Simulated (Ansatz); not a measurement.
G0W0 rungs for GaP (F-43m).

```
Ga P
1.0
     0.00000    2.72525    2.72525
     2.72525    0.00000    2.72525
     2.72525    2.72525    0.00000
Ga P
1 1
Cartesian
  0.0000 0.0000 0.0000
  1.3626 1.3626 1.3626
```

The cell and positions come from the Crystallography Open Database and are kept as given unless a step says otherwise.

Runs so far (Ansatz 0.2.0, start PBE, hard PAW files, 8×8×8 mesh). Times are wall times on 1 × NVIDIA H100 80GB HBM3 (shared by 6 runs) with 3 threads of AMD EPYC 7R13 (Zen 3), shared host. The host was busy with other work, so they are no guide to cost.

```
bands summed  cutoff (eV)  gap on the mesh (eV)     time
         181          150                 2.162     72 s
         376          250                 2.212  2.2 min
         693          380                 2.233  5.6 min
```

What should the next rung give, with 1102 bands and screening to 520 eV, and where is the limit?

The error falls about as one over the bands when the cutoff rises with them. A line through the two highest rungs given predicts 2.243 eV; the run gave 2.244 eV, close to it. The two highest rungs put the limit near 2.262 eV, the pair below near 2.259 eV; their difference is a rough measure of what is unsettled in bands and cutoff; the mesh is a separate error.

Gaps are over the mesh's points; an edge off the mesh would be missed. Limits: not at the basis limit; no spin-orbit coupling.

[Paths, hosts, dates, memory and timing lines, banners, echoed tables and standing remarks are left out of the program output.]

[Logs are printed without paths, hosts, clocks, repeated set-up lines and the standing remarks that a program may print on its own settings, such as how far it seeks lower states.]

[Runs of the session that timed out or met a known fault of the program may be left out.]

[Cells called generated may have been cut or substituted from an entry of the Crystallography Open Database or the Materials Project.]

[Hosts, paths, dates, database ids (printed as entryN), source tags and the programs' standing remarks are cut or masked in the printed files.]
